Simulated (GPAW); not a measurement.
## LiH: optical spectrum from first principles

Aim: the dielectric function of LiH, and the optical constants that follow from it. The cell comes from an older database entry, whose edges can differ from later determinations, mostly by under a per cent.

Calculated with GPAW 26.7.0; DFT, LDA, plane-wave PAW (GPAW data sets), scalar-relativistic, RPA, optical limit.

The database entry behind the starting cell differs from later determinations by our own check (the deuteride, about 0.2 % short), so it need not match the best structure at ambient conditions.

### 1. Starting point

The structure is cubic, space group Fm-3m (No. 225). Conventional cell: a = 4.074 Å, b = 4.074 Å, c = 4.074 Å, α = 90.00°, β = 90.00°, γ = 90.00°. Nearest to Li lie 6 H at 2.04 Å. H has 6 Li at 2.04 Å nearest. Farther neighbours are not listed.

### 2. Ground state

First the ground state: is it a metal or has it a gap?

This step: DFT, LDA, plane-wave PAW (GPAW data sets), scalar-relativistic, ground state (GPAW 26.7.0).

Contents of gs.py:

```python
from ase import Atoms
from ase.dft.bandgap import bandgap
from gpaw import GPAW, PW, FermiDirac

atoms = Atoms(['Li', 'H'],
              cell=[[0.000000000000, 2.036750000000, 2.036750000000],
                    [2.036750000000, 0.000000000000, 2.036750000000],
                    [2.036750000000, 2.036750000000, 0.000000000000]],
              scaled_positions=[[0.000000000000, 0.000000000000, 0.000000000000],
                                [0.500000000000, 0.500000000000, 0.500000000000]],
              pbc=[True, True, True])
atoms.calc = GPAW(mode=PW(450), xc='LDA', kpts={'size': (9, 9, 9), 'gamma': True},
                  occupations=FermiDirac(0.05), maxiter=150, txt='gs.txt')
print('energy (eV)', atoms.get_potential_energy())
print('Fermi level (eV)', atoms.calc.get_fermi_level())
print('valence electrons', atoms.calc.get_number_of_electrons())
print('gap (eV)', bandgap(atoms.calc, output=None)[0])
print('direct gap (eV)', bandgap(atoms.calc, direct=True, output=None)[0])
atoms.calc.write('gs.gpw')
```

Launch:

```
$ OMP_NUM_THREADS=1 python gs.py
```

Numbers of over 12 decimals in the logs are rounded to 6 here.

What it wrote:

```text
__  _  _
 | _ |_)|_||  |
 |__||  | ||/\| - 26.7.0

Versions:
  Python: 3.12.14
  ASE:    3.29.0
  Numpy:  2.5.5
  Scipy:  1.18.1
  Libxc:  7.0.0

Input parameters:
  mode=PW(ecut=450.000000),
  kpts=MonkhorstPack(size=(9, 9, 9), gamma=True),
  maxiter=150,
  occupations=Occupations(name='fermi-dirac', width=0.05, fixmagmom=False),
  xc=XC(name='LDA')

Diagonalizing LCAO Hamiltonian
Converting LCAO to pw mode

              H

       Li

Atoms  # Å, Bohr magnetons
|   | symbol |        x |        y |        z |    initial magnetic moments |
| 0 |     Li | 0.000000 | 0.000000 | 0.000000 | ( 0.0000,  0.0000,  0.0000) |
| 1 |      H | 2.036750 | 2.036750 | 2.036750 | ( 0.0000,  0.0000,  0.0000) |

Unit cell  # Å
| periodic |        x |        y |        z |  lengths |    angles |
|      yes | 0.000000 | 2.036750 | 2.036750 | 2.880399 | 60.000000 |
|      yes | 2.036750 | 0.000000 | 2.036750 | 2.880399 | 60.000000 |
|      yes | 2.036750 | 2.036750 | 0.000000 | 2.880399 | 60.000000 |

Number of symmetries: 48
Symmetry operations  # r_c * U_cc + t_c -> r_c
|    | kind |            matrix            |
|  0 |  σ   |  1, 0, 0,  1, 0,-1,  1,-1, 0 |
|  1 |  C2  |  1, 0, 0,  1,-1, 0,  1, 0,-1 |
|  2 |  E   |  1, 0, 0,  0, 1, 0,  0, 0, 1 |
|  3 |  σ   |  1, 0, 0,  0, 0, 1,  0, 1, 0 |
|  4 |  C4  |  1, 0,-1,  1, 0, 0,  1,-1, 0 |
|  5 |  S6  |  1, 0,-1,  1,-1, 0,  1, 0, 0 |
|  6 |  σ   |  1, 0,-1,  0, 1,-1,  0, 0,-1 |
|  7 |  C3  |  1, 0,-1,  0, 0,-1,  0, 1,-1 |
|  8 |  S6  |  1,-1, 0,  1, 0, 0,  1, 0,-1 |
|  9 |  C4  |  1,-1, 0,  1, 0,-1,  1, 0, 0 |
| 10 |  C3  |  1,-1, 0,  0,-1, 1,  0,-1, 0 |
| 11 |  σ   |  1,-1, 0,  0,-1, 0,  0,-1, 1 |
| 12 |  σ   |  0, 1, 0,  1, 0, 0,  0, 0, 1 |
| 13 |  C4  |  0, 1, 0,  0, 1,-1, -1, 1, 0 |
| 14 |  C3  |  0, 1, 0,  0, 0, 1,  1, 0, 0 |
| 15 |  S6  |  0, 1, 0, -1, 1, 0,  0, 1,-1 |
| 16 |  C2  |  0, 1,-1,  1, 0,-1,  0, 0,-1 |
| 17 |  σ   |  0, 1,-1,  0, 1, 0, -1, 1, 0 |
| 18 |  S4  |  0, 1,-1,  0, 0,-1,  1, 0,-1 |
| 19 |  C4  |  0, 1,-1, -1, 1, 0,  0, 1, 0 |
| 20 |  C3  |  0, 0, 1,  1, 0, 0,  0, 1, 0 |
| 21 |  σ   |  0, 0, 1,  0, 1, 0,  1, 0, 0 |
| 22 |  S6  |  0, 0, 1,  0,-1, 1, -1, 0, 1 |
| 23 |  C4  |  0, 0, 1, -1, 0, 1,  0,-1, 1 |
| 24 |  S4  |  0, 0,-1,  1, 0,-1,  0, 1,-1 |
| 25 |  C3  |  0, 0,-1,  0, 1,-1,  1, 0,-1 |
| 26 |  C2  |  0, 0,-1,  0,-1, 0, -1, 0, 0 |
| 27 |  S6  |  0, 0,-1, -1, 0, 0,  0,-1, 0 |
| 28 |  S4  |  0,-1, 1,  1,-1, 0,  0,-1, 0 |
| 29 |  C4  |  0,-1, 1,  0, 0, 1, -1, 0, 1 |
| 30 |  C2  |  0,-1, 1,  0,-1, 0,  1,-1, 0 |
| 31 |  σ   |  0,-1, 1, -1, 0, 1,  0, 0, 1 |
| 32 |  C3  |  0,-1, 0,  1,-1, 0,  0,-1, 1 |
| 33 |  S6  |  0,-1, 0,  0, 0,-1, -1, 0, 0 |
| 34 |  S4  |  0,-1, 0,  0,-1, 1,  1,-1, 0 |
| 35 |  C2  |  0,-1, 0, -1, 0, 0,  0, 0,-1 |
| 36 |  C2  | -1, 1, 0,  0, 1, 0,  0, 1,-1 |
| 37 |  S6  | -1, 1, 0,  0, 1,-1,  0, 1, 0 |
| 38 |  S4  | -1, 1, 0, -1, 0, 1, -1, 0, 0 |
| 39 |  C3  | -1, 1, 0, -1, 0, 0, -1, 0, 1 |
| 40 |  S6  | -1, 0, 1,  0, 0, 1,  0,-1, 1 |
| 41 |  C2  | -1, 0, 1,  0,-1, 1,  0, 0, 1 |
| 42 |  C3  | -1, 0, 1, -1, 1, 0, -1, 0, 0 |
| 43 |  S4  | -1, 0, 1, -1, 0, 0, -1, 1, 0 |
| 44 |  C2  | -1, 0, 0,  0, 0,-1,  0,-1, 0 |
| 45 |  i   | -1, 0, 0,  0,-1, 0,  0, 0,-1 |
| 46 |  σ   | -1, 0, 0, -1, 1, 0, -1, 0, 1 |
| 47 |  C2  | -1, 0, 0, -1, 0, 1, -1, 1, 0 |

BZ-sampling:
  Number of BZ points: 729
  Number of IBZ points: 35

  Monkhorst-Pack size: [9, 9, 9]
  Monkhorst-Pack shift: [0, 0, 0]

K-points  # in reciprocal-cell coordinates
|     |                                coordinates |     weight |
|   0 | (  0.00000000,   0.00000000,   0.00000000) | 0.00137174 |
|   1 | (  0.11111111,   0.11111111,   0.00000000) | 0.00823045 |
|   2 | (  0.11111111,   0.11111111,   0.11111111) | 0.01097394 |
|   3 | (  0.22222222,   0.11111111,   0.11111111) | 0.01646091 |
|   4 | (  0.22222222,   0.22222222,   0.00000000) | 0.00823045 |
|   5 | (  0.22222222,   0.22222222,   0.11111111) | 0.03292181 |
|   6 | (  0.22222222,   0.22222222,   0.22222222) | 0.01097394 |
|   7 | (  0.33333333,   0.22222222,   0.11111111) | 0.03292181 |
|   8 | (  0.33333333,   0.22222222,   0.22222222) | 0.03292181 |
|   9 | (  0.33333333,   0.33333333,  -0.33333333) | 0.01646091 |
| ... |                                            |            |
|  34 | (  0.44444444,   0.44444444,   0.44444444) | 0.01097394 |

Plane wave coefficients: 375
Cutoff: 450.000000 eV

Spin-components: 1 (collinear spins)
Bands:           5
Projectors:      6
Spin-degeneracy: 2
Datatype:        complex128

Parallelization:
  kpt:    1
  domain: 1
  band:   1

Density:
  Valence electrons: 2.0
  Components: 1
  Grid points: [15 15 15]
  Charge: 0.0  # |e|

Potential:
  Grid points: [15 15 15]

species:
  Li:
    name:    Lithium
    id:
    Z:       3.0
    valence: 1
    core:    2
    charge:  0.0  # [|e|]
    compensation charges:
      type: gauss
      rc: 0.33  # [Å]
      lmax: 2
    cutoffs:
      filter: 1.91  # [Å]
      core: 2.55  # [Å]
    projectors
    | kind |    occ | energy [eV] | rcut [Å] |
    |   2s |  1.000 |      -2.874 |    1.058 |
    |   2p |  0.000 |      -1.126 |    1.058 |
    |    s |        |      24.338 |    1.058 |

    Using partial waves for Li as LCAO basis

  H:
    name:    Hydrogen
    id:
    Z:       1.0
    valence: 1
    core:    0
    charge:  0.0  # [|e|]
    compensation charges:
      type: gauss
      rc: 0.15  # [Å]
      lmax: 2
    cutoffs:
      filter: 0.85  # [Å]
      core: 0.53  # [Å]
    projectors
    | kind |    occ | energy [eV] | rcut [Å] |
    |   1s |  1.000 |      -6.353 |    0.476 |
    |    s |        |      20.858 |    0.476 |
    |    p |        |       0.000 |    0.476 |

    Using partial waves for H as LCAO basis

Reference energy: -211.737754  # eV

eigensolver:
  PPCG
  Converge bands: occupied
  niter=2

density mixing:
  MSR1-Mixer
  Pratt-step length: 0.05
  Maximum mixing coefficient: 0.75
  Old densities: 10
  SVD Regularization: 0.005
  Good broyden scale: 1.0
  Trust region scale: 1.0
  Backstep threshold: 4.0
  History deletion threshold: 6.0
  Fourier metric: weight=20.0, sigma=0.015

occupation numbers:
  Fermi-Dirac:
    width: 0.0500  # eV

poisson solver:
  ecut: 3600.000000  # eV

xc functional:
  name: None

convergence criteria:
- Maximum [total energy] change in last 3 cyles: 0.0005 eV / valence electron
- Maximum integral of absolute [dens]ity change: 0.0001 electrons / valence electron
- Maximum integral of absolute [eigenst]ate change: 4e-08 eV^2 / valence electron
maximum number of iterations: 150

SCF iterations
|iter     |      energy | eigst |  dens |
|iter:   1||   -6.597670 | -0.24 |       |
|iter:   2||   -6.573832 | -3.49 | -0.56 |
|iter:   3||   -6.422354 | -2.20 | -0.59 |
|iter:   4||   -6.419038 | -3.47 | -1.31 |
|iter:   5||   -6.419146 | -4.83 | -2.04 |
|iter:   6||   -6.419152c| -6.06 | -2.74 |
|iter:   7||   -6.419152c| -7.82c| -4.67c|

Converged in 7 steps
SCF loop duration: 0.871 s (0.124 s/step)
Energy contributions relative to reference atoms: (reference = -211.737754)

Energy contributions:
  Kinetic:           5.453585
  Coulomb:          -5.740140
  Zero:             -0.016281
  External:          0.000000
  Xc:               -6.116315
  Entropy:          -0.000000
  Spinorbit:         0.000000
  ----------------------------
  Free energy:      -6.419152
  Extrapolated:     -6.419152

dipole moment: (-2.348741, -2.348741, -2.348741)  # |e|*Ang

Fermi level: 0.539
Eigenvalues  # (at kpt = [0.000, 0.000, 0.000])
| band index |      eig [eV] | occ [0-2] |
|          0 |        -5.795 |     2.000 |
|          1 |        15.125 |     0.000 |
|          2 |        16.620 |     0.000 |
|          3 |        16.620 |     0.000 |
|          4 |        16.620 |     0.000 |

Gap: 2.919 eV
Transition (v -> c):
  (s=0, k=29, n=0, [0.44, 0.44, -0.11]) -> (s=0, k=29, n=1, [0.44, 0.44, -0.11])
No difference between direct/indirect transitions

--- standard output ---
energy (eV) -6.419152
Fermi level (eV) 0.539288
valence electrons 2.0
gap (eV) 2.918592
direct gap (eV) 2.918592
```

It took 2 s on 1 thread of Arm Neoverse V2, shared host; peak memory 0.11 GiB.

Read-outs, printed or worked out from the files:

- energy: -6.419 eV
- Fermi energy: 0.5393 eV
- gap on the k-mesh: 2.919 eV
- direct gap on the mesh: 2.919 eV
- electrons: 2

There is a gap, 2.92 eV on this mesh (points off the mesh can give less), so no carriers' term is needed.

### 3. Bands for the response

At the fixed density, many empty bands are solved on the mesh of the response, since the spectrum sums over them.

This step: DFT, LDA, plane-wave PAW (GPAW data sets), scalar-relativistic, bands at fixed density (GPAW 26.7.0).

Contents of nscf.py:

```python
from ase.dft.bandgap import bandgap
from gpaw import GPAW, FermiDirac

calc = GPAW('gs.gpw').fixed_density(kpts={'size': (16, 16, 16), 'gamma': True}, nbands=19, convergence={'bands': 13},
                                    occupations=FermiDirac(0.001), txt='nscf.txt')
print('gap (eV)', bandgap(calc, output=None)[0])
print('direct gap (eV)', bandgap(calc, direct=True, output=None)[0])
print('top band over the Fermi level (eV)', min(calc.get_eigenvalues(kpt=k)[12] for k in range(len(calc.get_ibz_k_points()))) - calc.get_fermi_level())
calc.write('full.gpw', mode='all')
```

Launch:

```
$ OMP_NUM_THREADS=1 python nscf.py
```

What it wrote:

```text
Diagonalizing LCAO Hamiltonian
Converting LCAO to pw mode
convergence criteria:
- Maximum integral of absolute [eigenst]ate change: 4e-08 eV^2 / valence electron
maximum number of iterations: 150

SCF iterations
|iter     |      energy | eigst |  dens |
|iter:   1||             | +3.71 |       |
|iter:   2||             | +1.77 |       |
|iter:   3||             | -1.09 |       |
|iter:   4||             | -3.10 |       |
|iter:   5||             | -5.42 |       |
|iter:   6||             | -6.85 |       |
|iter:   7||             | -7.75c|       |
SCF steps: 7
  __  _  _
 | _ |_)|_||  |
 |__||  | ||/\| - 26.7.0

Versions:
  Python: 3.12.14
  ASE:    3.29.0
  Numpy:  2.5.5
  Scipy:  1.18.1
  Libxc:  7.0.0

Input parameters:
  mode=PW(ecut=450.000000),
  convergence={'bands': 13},
  gpts=array([15, 15, 15]),
  kpts=MonkhorstPack(size=(16, 16, 16), gamma=True),
  maxiter=150,
  nbands=19,
  occupations=Occupations(name='fermi-dirac', width=0.001, fixmagmom=False),
  parallel={},
  xc=XC(name='LDA')

--- standard output ---
gap (eV) 2.626164
direct gap (eV) 2.626164
top band over the Fermi level (eV) 29.304787
```

Run time: 11 s. Hardware: 1 thread; peak memory 0.14 GiB.

This step gave:

```
gap on the k-mesh      : 2.626 eV
direct gap on the mesh : 2.626 eV
```

(Continued in part 2 of 2.)

[Machine, clock and banner lines and Python warnings are left out of the logs.]

[Logs are printed without paths, hosts, clocks, repeated set-up lines and the standing remarks that a program may print on its own settings, such as how far it seeks lower states.]

[Hosts, paths, dates, database ids (printed as entryN), source tags and the programs' standing remarks are cut or masked in the printed files.]
